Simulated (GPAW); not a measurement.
# Optical response of SnO2 (Cassiterite), part 2 of 2

Aim: the dielectric function of SnO2 (Cassiterite), and the optical constants that follow from it.

GPAW 26.7.0; DFT, PBE, plane-wave PAW (GPAW data sets), scalar-relativistic, RPA, optical limit.

So far. Step 2 (Ground state): There is a gap, 1.29 eV on this mesh (points off the mesh can give less), so no carriers' term is needed.

### Step 4. Dielectric function, RPA

Local fields let the induced charge screen the field inside the cell, which as a rule lowers ε, most along directions where the density is uneven.

This step: DFT, PBE, plane-wave PAW (GPAW data sets), scalar-relativistic, RPA, optical limit (GPAW 26.7.0).

The input, df.py:

```python
from gpaw.response.df import DielectricFunction

df = DielectricFunction('full.gpw', frequencies={'type': 'nonlinear', 'domega0': 0.03, 'omega2': 8},
                        ecut=50,
                        eta=0.12,
                        nbands=66,
                        txt='df.txt')
for direction in ['x', 'z']:
    df.get_dielectric_function(xc='RPA', direction=direction, filename=f'df_{direction}.csv')
```

Run with:

```sh
> OMP_NUM_THREADS=1 python df.py
```

Numbers of over 12 decimals in the logs are rounded to 6 here.

The log of the run:

```text
Using integrator: PointIntegrator
NonLinearFrequencyDescriptor(from 0.000 to 57.539 eV, 483 points)
Nonperiodic BCs:  [False False False]
Using integrator: PointIntegrator
NonLinearFrequencyDescriptor(from 0.000 to 57.539 eV, 483 points)
Nonperiodic BCs:  [False False False]

Calculating chi0 body with:
    Ground state adapter containing:
    Number of spins: 1
    Number of kpoints: 324
    Number of irreducible kpoints: 65
    Number of completely occupied states: 26
    Number of partially occupied states: 26

    Linear response parametrization:
    q_c: [0.0, 0.0, 0.0]
    Number of frequency points: 483
    Planewave cutoff: 50.0
    Number of bands: 66
    Number of planewaves: 63
    Broadening (eta): 0.12

Integrating chi0 body.

Symmetries of q_c:
    Direct symmetries (Uq -> q): 8
    Indirect symmetries (TUq -> q): 0
In total 8 allowed symmetries.

65 groups of equivalent kpoints. 79.938272% reduction.

Integral kind: spectral function

Calculating chi0 optical extensions with:
    Ground state adapter containing:
    Number of spins: 1
    Number of kpoints: 324
    Number of irreducible kpoints: 65
    Number of completely occupied states: 26
    Number of partially occupied states: 26

    Linear response parametrization:
    Number of frequency points: 483
    Planewave cutoff: 50.0
    Number of bands: 66
    Number of planewaves: 63
    Broadening (eta): 0.12
Integrating chi0 head and wings.

Symmetries of q_c:
    Direct symmetries (Uq -> q): 8
    Indirect symmetries (TUq -> q): 0
In total 8 allowed symmetries.

65 groups of equivalent kpoints. 79.938272% reduction.

Integral kind: spectral function wings
```

Elapsed: 45 s, on 1 thread of Arm Neoverse V1, shared host; peak memory 0.32 GiB.

This step gave:

| Quantity | Value |
| --- | --- |
| electronic dielectric constant ε∞, mean over x, y and z (by symmetry where fewer were run) | 4.244 |

The Im ε has structure finer than the step of the table below, so its rows give means over 0.5 eV, whole bins alone (the curve runs from 0 to 14.0 eV). Peaks (eV: height): E ∥ x 2.06: 0.908, 2.78: 1.50, 3.30: 1.81, 4.61: 1.79, 6.93: 4.24, 8.89: 3.41, 9.42: 4.03; E ∥ z 4.16: 2.50, 6.18: 3.65, 7.85: 5.78, 8.70: 8.49, 9.96: 4.89, 13.77: 3.03.

Sum at mesh points, not converged in k; values under the direct gap are tails of Lorentzian lines. The Im ε by photon energy; means over each step:

| photon energy (eV) | E ∥ x | E ∥ z |
| --- | --- | --- |
| 0.5 | 0.0126 | 0.00817 |
| 1.0 | 0.0308 | 0.0174 |
| 1.5 | 0.0822 | 0.0295 |
| 2.0 | 0.534 | 0.0485 |
| 2.5 | 0.595 | 0.0947 |
| 3.0 | 1.07 | 0.418 |
| 3.5 | 1.34 | 1.09 |
| 4.0 | 1.04 | 1.43 |
| 4.5 | 1.57 | 1.47 |
| 5.0 | 1.23 | 1.92 |
| 5.5 | 1.72 | 2.34 |
| 6.0 | 2.50 | 2.87 |
| 6.5 | 2.99 | 2.78 |
| 7.0 | 3.92 | 3.54 |
| 7.5 | 2.98 | 4.43 |
| 8.0 | 2.43 | 5.25 |
| 8.5 | 2.39 | 7.21 |
| 9.0 | 3.13 | 6.94 |
| 9.5 | 3.74 | 4.07 |
| 10.0 | 3.83 | 4.54 |
| 10.5 | 3.22 | 3.67 |
| 11.0 | 2.60 | 2.53 |
| 11.5 | 2.51 | 2.33 |
| 12.0 | 2.20 | 1.93 |
| 12.5 | 2.13 | 1.71 |
| 13.0 | 2.29 | 2.11 |
| 13.5 | 2.69 | 2.81 |

The reflectivity at normal incidence has structure finer than the step of the table below, so its rows give means over 0.25 eV, whole bins alone (the curve runs from 0 to 14.0 eV). Peaks (eV: height): E ∥ x 2.701: 15.7, 3.220: 15.6, 6.021: 18.5, 6.930: 21.1, 8.895: 17.7, 9.483: 20.2, 10.026: 21.0; E ∥ z 4.112: 19.7, 9.088: 39.3, 10.591: 32.1.

Sum at mesh points, not converged in k. The reflectivity at normal incidence by photon energy; means over each step:

| photon energy (eV) | E ∥ x (%) | E ∥ z (%) |
| --- | --- | --- |
| 0.25 | 11.7 | 12.7 |
| 0.50 | 11.7 | 12.7 |
| 0.75 | 11.9 | 12.8 |
| 1.00 | 12.1 | 12.9 |
| 1.25 | 12.3 | 13.1 |
| 1.50 | 12.7 | 13.3 |
| 1.75 | 13.5 | 13.5 |
| 2.00 | 14.0 | 13.8 |
| 2.25 | 12.5 | 14.2 |
| 2.50 | 14.2 | 14.7 |
| 2.75 | 14.7 | 15.4 |
| 3.00 | 13.1 | 16.5 |
| 3.25 | 14.7 | 17.1 |
| 3.50 | 12.7 | 16.2 |
| 3.75 | 12.3 | 15.7 |
| 4.00 | 13.3 | 18.6 |
| 4.25 | 14.5 | 16.8 |
| 4.50 | 13.9 | 16.1 |
| 4.75 | 12.8 | 18.0 |
| 5.00 | 13.2 | 17.1 |
| 5.25 | 15.0 | 17.4 |
| 5.50 | 15.1 | 19.0 |
| 5.75 | 15.9 | 18.6 |
| 6.00 | 18.1 | 19.5 |
| 6.25 | 17.4 | 19.6 |
| 6.50 | 17.4 | 17.8 |
| 6.75 | 19.8 | 19.7 |
| 7.00 | 20.3 | 21.3 |
| 7.25 | 18.0 | 21.6 |
| 7.50 | 15.7 | 23.1 |
| 7.75 | 13.3 | 25.8 |
| 8.00 | 13.2 | 24.2 |
| 8.25 | 12.5 | 25.5 |
| 8.50 | 13.5 | 30.4 |
| 8.75 | 16.2 | 35.1 |
| 9.00 | 16.6 | 38.3 |
| 9.25 | 17.0 | 33.5 |
| 9.50 | 19.6 | 24.9 |
| 9.75 | 19.4 | 25.3 |
| 10.00 | 20.7 | 29.3 |
| 10.25 | 20.0 | 29.2 |
| 10.50 | 19.6 | 30.9 |
| 10.75 | 16.7 | 29.2 |
| 11.00 | 15.9 | 24.4 |
| 11.25 | 13.7 | 20.7 |
| 11.50 | 14.4 | 18.7 |
| 11.75 | 14.7 | 19.7 |
| 12.00 | 13.1 | 18.4 |
| 12.25 | 10.7 | 11.8 |
| 12.50 | 11.5 | 9.50 |
| 12.75 | 11.9 | 11.4 |
| 13.00 | 12.1 | 11.5 |
| 13.25 | 12.9 | 12.9 |
| 13.50 | 14.5 | 16.4 |
| 13.75 | 15.5 | 18.8 |

Sum at mesh points, not converged in k; values under the direct gap are tails of Lorentzian lines. Table of loss function −Im 1/ε at q → 0 by energy loss; read off at these points:

| energy loss (eV) | E ∥ x | E ∥ z |
| --- | --- | --- |
| 0.000 | 0 | 0 |
| 0.250 | 3.4e-4 | 2.0e-4 |
| 0.500 | 7.1e-4 | 4.1e-4 |
| 0.750 | 0.00113 | 6.3e-4 |
| 1.000 | 0.00165 | 8.5e-4 |
| 1.250 | 0.00240 | 0.00110 |
| 1.500 | 0.00372 | 0.00138 |
| 1.750 | 0.00732 | 0.00171 |
| 2.000 | 0.0293 | 0.00211 |
| 2.250 | 0.0223 | 0.00265 |
| 2.500 | 0.0170 | 0.00353 |
| 2.750 | 0.0576 | 0.00543 |
| 3.000 | 0.0368 | 0.0103 |
| 3.250 | 0.0636 | 0.0284 |
| 3.500 | 0.0617 | 0.0382 |
| 3.750 | 0.0647 | 0.0271 |
| 4.000 | 0.0461 | 0.0297 |
| 4.250 | 0.0616 | 0.0793 |
| 4.500 | 0.0687 | 0.0421 |
| 4.654 | 0.0909 | 0.0438 |
| 4.750 | 0.0759 | 0.0513 |
| 5.000 | 0.0593 | 0.0661 |
| 5.250 | 0.0550 | 0.0466 |
| 5.500 | 0.0800 | 0.0650 |
| 5.750 | 0.0650 | 0.0790 |
| 6.000 | 0.0850 | 0.0671 |
| 6.250 | 0.0998 | 0.101 |
| 6.500 | 0.107 | 0.0885 |
| 6.750 | 0.109 | 0.0704 |
| 7.000 | 0.152 | 0.0844 |
| 7.250 | 0.187 | 0.0907 |
| 7.500 | 0.202 | 0.0887 |
| 7.612 | 0.222 | 0.0852 |
| 7.750 | 0.199 | 0.0959 |
| 8.000 | 0.187 | 0.123 |
| 8.250 | 0.180 | 0.0987 |
| 8.500 | 0.141 | 0.0975 |
| 8.750 | 0.139 | 0.112 |
| 9.000 | 0.179 | 0.134 |
| 9.250 | 0.150 | 0.217 |
| 9.500 | 0.181 | 0.254 |
| 9.750 | 0.190 | 0.215 |
| 10.000 | 0.213 | 0.209 |
| 10.250 | 0.246 | 0.245 |
| 10.500 | 0.285 | 0.253 |
| 10.750 | 0.323 | 0.336 |
| 11.000 | 0.323 | 0.384 |
| 11.177 | 0.347 | 0.430 |
| 11.250 | 0.332 | 0.453 |
| 11.500 | 0.307 | 0.412 |
| 11.750 | 0.330 | 0.427 |
| 12.000 | 0.377 | 0.510 |
| 12.102 | 0.382 | 0.583 |
| 12.181 | 0.367 | 0.613 |
| 12.250 | 0.333 | 0.575 |
| 12.500 | 0.313 | 0.424 |
| 12.750 | 0.290 | 0.361 |
| 13.000 | 0.291 | 0.364 |
| 13.250 | 0.259 | 0.301 |
| 13.500 | 0.262 | 0.289 |
| 13.750 | 0.250 | 0.307 |

The Im ε, E ∥ x has structure finer than the step of the table below, so its rows give means over 0.25 eV, whole bins alone (the curve runs from 0 to 14.0 eV). Peaks (eV: height): without local fields 2.058: 0.897, 2.780: 1.47, 3.302: 1.75, 4.607: 1.71, 6.930: 4.55, 8.895: 3.52, 9.957: 4.30; with local fields 2.058: 0.908, 2.780: 1.50, 3.302: 1.81, 4.607: 1.79, 6.930: 4.24, 8.895: 3.41, 9.416: 4.03.

Sum at mesh points, not converged in k; values under the direct gap are tails of Lorentzian lines. Table of Im ε, E ∥ x by photon energy; means over each step:

| photon energy (eV) | without local fields | with local fields |
| --- | --- | --- |
| 0.25 | 0.00597 | 0.00598 |
| 0.50 | 0.0124 | 0.0124 |
| 0.75 | 0.0200 | 0.0201 |
| 1.00 | 0.0301 | 0.0302 |
| 1.25 | 0.0453 | 0.0456 |
| 1.50 | 0.0750 | 0.0755 |
| 1.75 | 0.170 | 0.172 |
| 2.00 | 0.654 | 0.661 |
| 2.25 | 0.466 | 0.472 |
| 2.50 | 0.444 | 0.448 |
| 2.75 | 1.24 | 1.26 |
| 3.00 | 0.813 | 0.829 |
| 3.25 | 1.42 | 1.45 |
| 3.50 | 1.19 | 1.23 |
| 3.75 | 1.06 | 1.09 |
| 4.00 | 0.962 | 0.963 |
| 4.25 | 1.42 | 1.44 |
| 4.50 | 1.51 | 1.56 |
| 4.75 | 1.37 | 1.42 |
| 5.00 | 1.17 | 1.19 |
| 5.25 | 1.40 | 1.41 |
| 5.50 | 1.77 | 1.81 |
| 5.75 | 1.77 | 1.77 |
| 6.00 | 2.68 | 2.68 |
| 6.25 | 2.82 | 2.83 |
| 6.50 | 3.00 | 2.87 |
| 6.75 | 3.92 | 3.61 |
| 7.00 | 4.32 | 4.06 |
| 7.25 | 3.58 | 3.51 |
| 7.50 | 2.98 | 3.02 |
| 7.75 | 2.51 | 2.50 |
| 8.00 | 2.53 | 2.46 |
| 8.25 | 2.32 | 2.27 |
| 8.50 | 2.46 | 2.32 |
| 8.75 | 3.15 | 2.96 |
| 9.00 | 3.28 | 3.19 |
| 9.25 | 3.37 | 3.23 |
| 9.50 | 4.16 | 3.88 |
| 9.75 | 4.10 | 3.80 |
| 10.00 | 4.20 | 3.91 |
| 10.25 | 3.77 | 3.59 |
| 10.50 | 3.31 | 3.25 |
| 10.75 | 2.76 | 2.77 |
| 11.00 | 2.70 | 2.65 |
| 11.25 | 2.51 | 2.38 |
| 11.50 | 2.74 | 2.55 |
| 11.75 | 2.68 | 2.51 |
| 12.00 | 2.31 | 2.19 |
| 12.25 | 2.21 | 1.98 |
| 12.50 | 2.44 | 2.15 |
| 12.75 | 2.58 | 2.23 |
| 13.00 | 2.76 | 2.27 |
| 13.25 | 3.09 | 2.45 |
| 13.50 | 3.34 | 2.71 |
| 13.75 | 3.60 | 2.90 |

At chosen wavelengths:

| wavelength (nm) | n x | k x | R (%) x | 1/α x | n z | k z | R (%) z | 1/α z |
| --- | --- | --- | --- | --- | --- | --- | --- | --- |
| 1550 | 2.05 | 0.005 | 11.9 | 23 µm | 2.12 | 0.003 | 12.8 | 39 µm |
| 1064 | 2.07 | 0.009 | 12.2 | 9.0 µm | 2.13 | 0.005 | 13.0 | 17 µm |
| 633 | 2.21 | 0.120 | 14.4 | 418 nm | 2.18 | 0.011 | 13.7 | 4.8 µm |
| 450 | 2.21 | 0.330 | 15.1 | 109 nm | 2.29 | 0.033 | 15.4 | 1.1 µm |
| 405 | 2.15 | 0.168 | 13.6 | 192 nm | 2.39 | 0.093 | 16.8 | 348 nm |
| 308 | 2.12 | 0.223 | 13.4 | 110 nm | 2.52 | 0.272 | 19.2 | 90 nm |
| 248 | 2.09 | 0.279 | 13.1 | 71 nm | 2.31 | 0.438 | 17.2 | 45 nm |

Below the direct gap, k and the depth come from the tails of the Lorentzian lines, not from transitions.

Rows near the edge hang on the gap, which this functional as a rule makes too small, and phonon-assisted absorption is left out.

### Step 5. Results

| Item | Value |
| --- | --- |
| electronic dielectric constant ε∞, mean over x, y and z (by symmetry where fewer were run) (RPA) | 4.24 |

In words: At this level (PBE, RPA) SnO2 has a mean ε∞ = 4.24 and n = 2.05 at 1550 nm (E ∥ x). On the mesh the gap is 1.29 eV and the least direct gap 1.29 eV. Local fields change the static value along x from 4.26 to 4.15 (-3 %). The static values by axis are 4.15 (x), 4.44 (z). Excitons and phonon-assisted transitions are missing; PBE gaps are as a rule too small, which pulls the onset down and ε∞ up. Spin-orbit coupling is left out although heavy atoms are present. In this version of GPAW the matrix elements of the optical limit are incomplete, which can lower ε − 1 by up to a tenth where first-row anions or d states rule, and shift it by more in d metals. The sum runs over mesh points 0.22 Å⁻¹ apart with no interpolation, so peaks are partly noise of the mesh; over so small a direct gap single mesh points weigh heavily, so ε∞, n and their changes from run to run can be far off.

[Machine, clock and banner lines and Python warnings are left out of the logs.]

[Logs are printed without paths, hosts, clocks, repeated set-up lines and the standing remarks that a program may print on its own settings, such as how far it seeks lower states.]

[Hosts, paths, dates, database ids (printed as entryN), source tags and the programs' standing remarks are cut or masked in the printed files.]
